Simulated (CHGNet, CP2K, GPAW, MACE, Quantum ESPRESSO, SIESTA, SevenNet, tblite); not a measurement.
# (14,0) carbon nanotube bundle (112 atoms) in SIESTA

How do the settings of SIESTA change the result for (14,0) carbon nanotube bundle (112 atoms)? A plane-wave run serves as the yardstick.

Program: SIESTA 5.4.2. Level of theory: the method is named at each step. Results are calculated unless marked as measured.

**1. The starting structure**

The cell holds 112 atoms: 112 C. Its edges and angles: a = 14.263 Å, b = 14.263 Å, c = 8.371 Å, α = 90.0°, β = 90.0°, γ = 120.0°. It derives from C (graphene). Graphene sheet (a = 2.46 Å) rolled into a (14,0) tube of diameter 10.96 Å, 2 periods, hexagonal bundle with 3.3 Å between walls; minimised with a classical potential (one cell length free). Then every atom was moved at random, 0.03 Å r.m.s. a Cartesian component. The structure's axis is c.

The yardstick, on the same geometry:

| Property | Result |
| --- | --- |
| method | Kohn-Sham DFT, PBE, SSSP efficiency 1.3.0 pseudopotentials, plane waves (Quantum ESPRESSO 7.5); sssp-pbe-1.3.0-efficiency, cutoffs 45/360 Ry, Γ point |
| r.m.s. force component | 2.017 eV/Å |
| longest force | 6.94 eV/Å |
| pressure | 12.2 GPa |
| time | 3.3 min on 4 MPI ranks of Arm Neoverse V1, shared host |
| CPU time | 13 min |

**2. PBE, DZP, shift 0.01 Ry, mesh 300 Ry**

Method: Kohn-Sham DFT, PBE, PseudoDojo 0.4.1 norm-conserving pseudopotentials (converted to PSML), numerical atomic orbitals (DZP), diagonalisation.

The .psml files are PseudoDojo norm-conserving potentials that we converted to this format, checked against plane waves on the same files for H, C, O, Si, Ge and Ca alone.

The input, input.fdf:

```
SystemLabel cell
NumberOfAtoms 112
NumberOfSpecies 1
%block ChemicalSpeciesLabel
  1 6 C
%endblock ChemicalSpeciesLabel
LatticeConstant 1.0 Ang
%block LatticeVectors
  14.26259 0.00000 0.00000
  -7.13130 12.35177 0.00000
  0.00000 0.00000 8.37084
%endblock LatticeVectors
PAO.BasisSize DZP
PAO.EnergyShift 0.01 Ry
XC.Functional GGA
XC.Authors PBE
MeshCutoff 300 Ry
%block kgrid_Monkhorst_Pack
  1 0 0 0.0
  0 1 0 0.0
  0 0 1 0.0
%endblock kgrid_Monkhorst_Pack
SolutionMethod diagon
OccupationFunction FD
ElectronicTemperature 580 K
SCF.Mixer.Method Pulay
SCF.Mixer.Weight 0.05
SCF.Mixer.History 8
SCF.Mix Hamiltonian
MaxSCFIterations 300
SCF.DM.Tolerance 1e-04
SCF.H.Tolerance 1.0e-3 eV
WriteForces T
Write.HirshfeldPop T
Write.VoronoiPop T
Write.DM F
Write.H F
XML.Write F
AtomicCoordinatesFormat Fractional
%block AtomicCoordinatesAndAtomicSpecies
  0.37612 0.99951 0.17367 1
  0.41853 0.09838 0.08872 1
  0.43694 0.18805 0.17664 1
  0.43114 0.27070 0.09646 1
  0.42146 0.09925 0.42680 1
  0.43749 0.19292 0.34675 1
  0.41113 0.34366 0.17679 1
  0.36409 0.39558 0.09032 1
  0.43694 0.27169 0.42708 1
  0.41414 0.34686 0.34146 1
  0.29584 0.42611 0.17922 1
  0.21759 0.44275 0.08633 1
  0.36506 0.40247 0.42622 1
  0.29821 0.42662 0.33865 1
  0.13054 0.43033 0.17835 1
  0.03721 0.39932 0.09244 1
  0.22025 0.44380 0.42517 1
  0.13206 0.42998 0.33593 1
  0.93621 0.34680 0.17540 1
  0.83837 0.27448 0.09282 1
  0.03248 0.39478 0.42065 1
  0.93257 0.34451 0.34070 1
  0.75312 0.19390 0.16852 1
  0.68108 0.10319 0.09182 1
  0.84189 0.27779 0.42791 1
  0.74770 0.18738 0.34380 1
  0.61578 0.99803 0.17639 1
  0.58015 0.90556 0.09703 1
  0.68137 0.10103 0.42357 1
  0.61774 0.99829 0.34256 1
  0.55858 0.80684 0.18583 1
  0.56243 0.72211 0.09840 1
  0.57926 0.89851 0.43340 1
  0.56132 0.80882 0.34151 1
  0.58578 0.65330 0.16922 1
  0.63421 0.60292 0.09261 1
  0.56511 0.72464 0.42669 1
  0.59146 0.65514 0.34646 1
  0.70214 0.57414 0.17066 1
  0.77665 0.55581 0.08948 1
  0.63378 0.59956 0.42501 1
  0.70308 0.57395 0.34553 1
  0.87020 0.56951 0.18163 1
  0.96527 0.60132 0.09759 1
  0.77895 0.55851 0.42334 1
  0.86984 0.56867 0.34237 1
  0.06191 0.65751 0.17725 1
  0.15951 0.72522 0.09034 1
  0.96361 0.59954 0.42796 1
  0.06221 0.65880 0.34495 1
  0.24397 0.80718 0.16491 1
  0.32210 0.90234 0.09239 1
  0.16474 0.72589 0.42929 1
  0.24966 0.80819 0.34661 1
  0.32032 0.90138 0.42236 1
  0.38004 0.99987 0.34708 1
[... 52 atom lines left out ...]
  0.16051 0.72353 0.92051 1
  0.24492 0.80380 0.83829 1
  0.32394 0.90228 0.92137 1
  0.37839 0.00031 0.83899 1
%endblock AtomicCoordinatesAndAtomicSpecies
```

Started as:

```bash
$ OMP_NUM_THREADS=1 mpirun -np 2 siesta < input.fdf > output.txt
```

The program printed:

```text
Version         : 5.4.2
reinit: System Name:
reinit: System Label: cell
initatom: Reading input for the pseudopotentials and atomic orbitals ----------
Species number:   1 Atomic number:    6 Label: C
Ground state valence configuration (from tables):   2s02  2p02  3d00  4f00
---- Processing specs for species: C
GGA--PBE XC_GGA_X_PBE--XC_GGA_C_PBE pb
C pseudopotential only contains V_ls up to l=1 -- lmxkb reset.
Using PAO.SplitTailNorm
%block ChemicalSpeciesLabel
    1    6 C                       # Species index, atomic number, species label
%endblock ChemicalSpeciesLabel
%block PAO.Basis                 # Define Basis set
C                     2                    # Species label, number of l-shells
 n=2   0   2                         # n, l, Nzeta
   4.484      3.048
   1.000      1.000
 n=2   1   2 P   1                   # n, l, Nzeta, Polarization, NzetaPol
   5.436      3.692
   1.000      1.000
%endblock PAO.Basis
coor:   Atomic-coordinates input format  =     Fractional
siesta: System type = bulk
initatomlists: Number of atoms, orbitals, and projectors:    112  1456   896
siesta: ******************** Simulation parameters ****************************
Total number of electrons:   448.000000
Total ionic charge:   448.000000
 Kpoints in:            1 . Kpoints trimmed:            1
siesta: k-grid: Number of k-points = 1
siesta: k-points from Monkhorst-Pack grid
siesta: k-cutoff (effective) =     4.185 Ang
siesta: k-point supercell and displacements
siesta: k-grid:     1     0     0      0.000
siesta: k-grid:     0     1     0      0.000
siesta: k-grid:     0     0     1      0.000
                     ====================================
                        Single-point calculation
                     ====================================
outcell: Unit cell vectors (Ang):
       14.262590    0.000000    0.000000
       -7.131300   12.351770    0.000000
        0.000000    0.000000    8.370840
outcell: Cell vector modules (Ang)   :   14.262590   14.262597    8.370840
outcell: Cell angles (23,13,12) (deg):     90.0000     90.0000    120.0000
outcell: Cell volume (Ang**3)        :   1474.6761
Gamma-point calculation with multiply-connected orbital pairs
Gamma-point calculation with multiply-connected orbital pairs
Folding of H and S implicitly performed
Folding of H and S implicitly performed
new_DM -- step:     1
Initializing Density Matrix...
Attempting to read DM from file... Failed...
DM filled with atomic data:
InitMesh: MESH = 144 x 144 x 90 = 1866240
InitMesh: Mesh cutoff (required, used) =   300.000   319.484 Ry
stepf: Fermi-Dirac step function
        iscf     Eharris(eV)        E_KS(eV)     FreeEng(eV)     dDmax    Ef(eV) dHmax(eV)
   scf:    1   -18140.202662   -18287.888652   -18287.909373  1.887914 -5.595419  3.983213
   scf:    2   -18290.698968   -18289.308710   -18289.329579  0.007502 -5.500763  3.593816
   scf:    3   -18300.517637   -18296.671727   -18296.695345  0.097313 -4.433147  1.455581
   scf:    4   -18297.724481   -18297.272294   -18297.295728  0.010059 -4.319539  0.755612
   scf:    5   -18297.678748   -18297.514910   -18297.538149  0.009903 -4.203691  0.291645
   scf:    6   -18297.609382   -18297.572298   -18297.595417  0.005233 -4.238495  0.122218
   scf:    7   -18297.594086   -18297.585779   -18297.608900  0.000994 -4.240924  0.051288
   scf:    8   -18297.586800   -18297.586799   -18297.609957  0.001318 -4.253743  0.042194
   scf:    9   -18297.590919   -18297.588976   -18297.612171  0.000884 -4.247035  0.019861
   scf:   10   -18297.590709   -18297.589899   -18297.613148  0.000685 -4.252868  0.012250
   scf:   11   -18297.590546   -18297.590240   -18297.613507  0.000480 -4.255931  0.007206
   scf:   12   -18297.590365   -18297.590305   -18297.613572  0.000132 -4.256754  0.005664
   scf:   13   -18297.590391   -18297.590350   -18297.613612  0.000120 -4.257872  0.003976
   scf:   14   -18297.590382   -18297.590366   -18297.613625  0.000055 -4.258174  0.003253
   scf:   15   -18297.590402   -18297.590386   -18297.613640  0.000093 -4.258669  0.001039
   scf:   16   -18297.590389   -18297.590388   -18297.613641  0.000008 -4.258751  0.000939
SCF Convergence by DM+H criterion
max |DM_out - DM_in|         :     0.0000078183
max |H_out - H_in|      (eV) :     0.0009388268
SCF cycle converged after 16 iterations
Using DM_out to compute the final energy and forces
siesta: E_KS(eV) =           -18297.5904
siesta: E_KS - E_eggbox =    -18297.5904
siesta: Atomic forces (eV/Ang):
     1    0.874042    0.873860    1.594293
     2    0.763630   -1.776620    2.518728
     3   -0.664971    2.118868    0.282742
     4    0.820850    0.256521   -2.570928
     5    0.092234   -0.195586   -0.101017
     6    3.036573   -4.336846   -2.945203
     7   -0.338060    0.556187   -0.803689
     8   -1.309416    0.769746    4.213244
     9   -3.354963    5.577637   -0.273239
    10   -0.764247    0.495868    2.579408
    11    0.179168    0.431792   -6.060616
    12    3.467433   -0.097654    4.296556
[...]
108   -1.293156   -2.720585   -0.469592
   109    0.111080   -0.655341    1.654134
   110    2.094415    4.225249    1.056868
   111   -0.439268   -1.824715    0.231290
   112    0.774106    0.081623    1.188500
----------------------------------------
   Tot   -0.005510   -0.000694   -0.004756
----------------------------------------
   Max    7.219578
   Res    2.265939    sqrt( Sum f_i^2 / 3N )
----------------------------------------
   Max    7.219578    constrained
Stress tensor Voigt[x,y,z,yz,xz,xy] (kbar):     -123.66     -126.22     -311.31       -3.62       -1.41       -1.25
(Free)E + p*V (eV/cell)   -18125.4377
Target enthalpy (eV/cell)   -18297.6136
siesta: Program's energy decomposition (eV):
siesta: Ebs     =     -6155.232030
siesta: Eions   =     31602.112423
siesta: Ena     =      8273.284291
siesta: Ekin    =     12773.939691
siesta: Enl     =      -656.258646
siesta: DEna    =      -531.204438
siesta: DUscf   =        37.077744
siesta: Ex      =     -6016.635785
siesta: Ec      =      -575.680822
siesta: Exc     =     -6592.316606
siesta: Eharris =    -18297.590389
siesta: Etot    =    -18297.590388
siesta: FreeEng =    -18297.613641
siesta: Final energy (eV):
siesta:  Band Struct. =   -6155.232030
siesta:       Kinetic =   12773.939691
siesta:       Hartree =   19796.316442
siesta:         Exch. =   -6016.635785
siesta:         Corr. =    -575.680822
siesta:   Exch.-corr. =   -6592.316606
siesta:  Ion-electron =  -51296.779243
siesta:       Ion-ion =    7021.249329
siesta:         Total =  -18297.590388
siesta:         Fermi =      -4.258751
siesta: Stress tensor (static) (eV/Ang**3):
siesta:    -0.077180   -0.000781   -0.000883
siesta:    -0.000781   -0.078782   -0.002257
siesta:    -0.000883   -0.002257   -0.194304
siesta: Cell volume =       1474.676077 Ang**3
siesta: Pressure (static):
siesta:                Solid            Molecule  Units
siesta:           0.00127162          0.00116545  Ry/Bohr**3
siesta:           0.11675510          0.10700682  eV/Ang**3
siesta:         187.06229871        171.44382941  kBar
    Orbital volume contribution        =          42.526655 eV
    (Free)E + p_basis*V_orbitals       =      -18255.086986 eV
    (Free)Eharris+ p_basis*V_orbitals  =      -18255.086987 eV
Hirshfeld Atomic Populations:
Atom #   charge [q] valence [e]  Species
     1     0.003905    3.996095  C
     2    -0.003048    4.003048  C
     3     0.001714    3.998286  C
     4     0.005841    3.994159  C
     5     0.004683    3.995317  C
     6     0.000013    3.999987  C
     7    -0.005519    4.005519  C
     8    -0.003502    4.003502  C
     9    -0.003272    4.003272  C
    10     0.006668    3.993332  C
    11     0.001257    3.998743  C
    12     0.002556    3.997444  C
[...]
--------------------
 Total    -0.000027
Voronoi Atomic Populations:
Atom #   charge [q] valence [e]  Species
[...]
108     0.000999    3.999001  C
   109    -0.006244    4.006244  C
   110     0.000129    3.999871  C
   111     0.003700    3.996300  C
   112     0.001908    3.998092  C
--------------------
 Total    -0.000027
```

The job ended after 2.5 min (2 MPI ranks of Arm Neoverse V1, shared host; peak memory 1.4 GiB).

Banners, paths, timers and routine set-up lines are dropped from the logs unmarked, and long logs keep their key lines alone; longer cuts are marked.

Numbers from this run, and their distance from the reference:

```
r.m.s. force component                  : 2.266 eV/Å
r.m.s. difference of force components   : 286.8 meV/Å
longest difference of force vectors     : 1070 meV/Å
force difference over r.m.s. force      : 14.22 %
slope of forces against the reference's : 1.121
correlation of force components         : 0.9978
pressure                                : 18.71 GPa
pressure difference                     : 6.511 GPa
```

This run lies far from the reference in forces at the same functional.

The surroundings of C76, picked at random, nearest first, numbered as they follow in the input and with coordinates relative to it.

```
atom      x      y      z  distance (Å)  bonds  Hirshfeld charge (e)     Fx     Fy  Fz (eV/Å)
 C76   0.00   0.00   0.00          0.00      3                  0.00  -2.47  -2.62       3.47
 C25  -0.01   0.00  -1.34          1.34      3                  0.00  -3.02  -2.97      -3.03
 C75   0.85   0.77   0.74          1.36      3                  0.00   0.78   1.91       0.70
 C79  -0.68  -1.08   0.78          1.49      3                  0.00   0.74   2.38      -6.59
 C22   0.81   0.82  -2.07          2.37      3                 -0.01   1.87   1.75       0.63
 C72   1.89   1.45   0.11          2.38      3                  0.00  -3.32  -1.00      -6.45
 C78   0.80   0.81   2.14          2.42      3                  0.00   1.37   0.92       0.61
 C80  -1.06  -2.19   0.04          2.44      3                  0.00  -0.47  -2.21       1.02
 C26  -0.71  -1.12  -2.05          2.44      3                  0.00   2.57   7.03      -2.77
 C82  -0.69  -1.06   2.09          2.44      3                 -0.01   0.49   0.65       5.23
```

Forces lie 14 % from the reference's, at 0.38 times its CPU time (on 2 against 4 cores).

**3. PBE, SZP, shift 0.01 Ry, mesh 300 Ry**

Method: Kohn-Sham DFT, PBE, PseudoDojo 0.4.1 norm-conserving pseudopotentials (converted to PSML), numerical atomic orbitals (SZP), diagonalisation.

Changes to input.fdf since step 2:

```diff
@@ -12,3 +12,3 @@
 %endblock LatticeVectors
-PAO.BasisSize DZP
+PAO.BasisSize SZP
 PAO.EnergyShift 0.01 Ry
```

The program printed:

```text
Version         : 5.4.2
reinit: System Name:
reinit: System Label: cell
initatom: Reading input for the pseudopotentials and atomic orbitals ----------
Species number:   1 Atomic number:    6 Label: C
Ground state valence configuration (from tables):   2s02  2p02  3d00  4f00
---- Processing specs for species: C
GGA--PBE XC_GGA_X_PBE--XC_GGA_C_PBE pb
C pseudopotential only contains V_ls up to l=1 -- lmxkb reset.
Using PAO.SplitTailNorm
%block ChemicalSpeciesLabel
    1    6 C                       # Species index, atomic number, species label
[... lines left out ...]
stepf: Fermi-Dirac step function
        iscf     Eharris(eV)        E_KS(eV)     FreeEng(eV)     dDmax    Ef(eV) dHmax(eV)
[... lines left out ...]
SCF Convergence by DM+H criterion
[... lines left out ...]
SCF cycle converged after 16 iterations
[... lines left out ...]
   Max    7.992434
[... lines left out ...]
   Max    7.992434    constrained
Stress tensor Voigt[x,y,z,yz,xz,xy] (kbar):     -184.50     -187.51     -419.99       -4.81       -1.45       -1.68
[... lines left out ...]
siesta: FreeEng =    -18186.032383
[... lines left out ...]
siesta:       Kinetic =   12036.710914
siesta:       Hartree =   18950.001051
siesta:         Exch. =   -5866.189488
siesta:         Corr. =    -576.467677
siesta:   Exch.-corr. =   -6442.657165
siesta:  Ion-electron =  -49751.311361
siesta:       Ion-ion =    7021.249329
siesta:         Total =  -18186.007232
siesta:         Fermi =      -5.651478
siesta: Stress tensor (static) (eV/Ang**3):
siesta:    -0.115153   -0.001046   -0.000906
siesta:    -0.001046   -0.117036   -0.003002
siesta:    -0.000906   -0.003002   -0.262137
siesta: Cell volume =       1474.676077 Ang**3
siesta: Pressure (static):
siesta:                Solid            Molecule  Units
siesta:           0.00179463          0.00175931  Ry/Bohr**3
siesta:           0.16477536          0.16153197  eV/Ang**3
siesta:         263.99923024        258.80274495  kBar
    Orbital volume contribution        =          35.702007 eV
    (Free)E + p_basis*V_orbitals       =      -18150.330376 eV
    (Free)Eharris+ p_basis*V_orbitals  =      -18150.330379 eV
Hirshfeld Atomic Populations:
Atom #   charge [q] valence [e]  Species
     1     0.004260    3.995740  C
     2    -0.003315    4.003315  C
     3     0.001082    3.998918  C
[...]
--------------------
 Total    -0.000013
Voronoi Atomic Populations:
Atom #   charge [q] valence [e]  Species
[...]
111     0.006038    3.993962  C
   112     0.001209    3.998791  C
--------------------
 Total    -0.000012
```

The job ended after 1.9 min (2 MPI ranks; peak memory 1.2 GiB; 3.7 min of CPU time).

Compared with the plane-wave run:

```yaml
r_m_s_force_component: 2.488 eV/Å
r_m_s_difference_of_force_components: 557.8 meV/Å
longest_difference_of_force_vectors: 2052 meV/Å
force_difference_over_r_m_s_force: 27.65 %
slope_of_forces_against_the_reference_s: 1.222
correlation_of_force_components: 0.991
pressure: 26.4 GPa
pressure_difference: 14.2 GPa
```

This is a coarse setting, run to see what it loses.

Against the first run (14 %), the force difference from the reference is 28 %, at 0.75 times the CPU time, with 1008 basis functions against 1456: the smaller basis costs accuracy.

[end of part 1 of 2]

[Also dropped from logs without a mark: logging warnings of Python, and SIESTA's first energy breakdown and zero terms.]

[Logs are printed without paths, hosts, clocks, repeated set-up lines and the standing remarks that a program may print on its own settings, such as how far it seeks lower states.]

[Hosts, paths, dates, database ids (printed as entryN), source tags and the programs' standing remarks are cut or masked in the printed files.]
